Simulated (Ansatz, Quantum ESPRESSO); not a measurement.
# Ru [001], hcp: pulling along c

The c axis is held at a set length while the cell relaxes sideways. How do the lateral strain and the stress follow? The strained cell has c along the load; unstrained it is a = 2.6913 Å, b = 2.6913 Å, c = 4.2549 Å, α = 90.00°, β = 90.00°, γ = 120.00°, with 2 atoms.

Calculated with Quantum ESPRESSO 7.5, PBEsol, PseudoDojo 0.4.1 norm-conserving potentials, cutoff 1170 eV, Fermi–Dirac smearing 0.05 eV, k-mesh 18×18×10, no spin polarisation, no spin-orbit coupling.

Relaxed positions at 0 %:

```csv
atom,x,y,z
Ru,0.3333,0.6667,0.7500
Ru,0.6667,0.3333,0.2500
```

```csv
ε_c (%),a (Å),c (Å),ε_a (%),"σ (GPa, tension positive)"
−3,2.7127,4.1272,0.794,−19.32
−1,2.6981,4.2123,0.250,−6.05
0,2.6913,4.2549,0.000,0.00
1,2.6853,4.2974,−0.226,5.85
2,2.6797,4.3400,−0.434,11.51
3,2.6745,4.3825,−0.625,16.91
```

**Question.** Fit both responses and give the free strain and the stress at −2 %, a row left out above.

Least squares with y = y0 + y1 ε + y2 ε² (ε in %) gives ε_a = 0.002 + (−0.2366) ε + (0.0092) ε² and σ = 0.02 + (6.028) ε + (−0.136) ε² GPa. The linear terms put the ratio of free to applied strain at −0.237 and the Young modulus at 603 GPa.

At −2 % the free strain comes out as 0.512 %. The run itself gives 0.514 %, so the estimate misses by 0.002 %; the fitted rows themselves lie up to 0.002 % off the law.

The stress comes out as −12.58 GPa. The run itself gives −12.52 GPa, so the estimate misses by 0.06 GPa; the fitted rows themselves lie up to 0.09 GPa off the law.

The negative ε² term means that the crystal stiffens in compression and softens in tension.

The same fit over all rows at other levels or in other programs gives the strain ratio = −0.237 with PBEsol (Ansatz) and −0.234 with PBEsol (Quantum ESPRESSO, GBRV).

[Logs are printed without paths, hosts, clocks, repeated set-up lines and the standing remarks that a program may print on its own settings, such as how far it seeks lower states.]
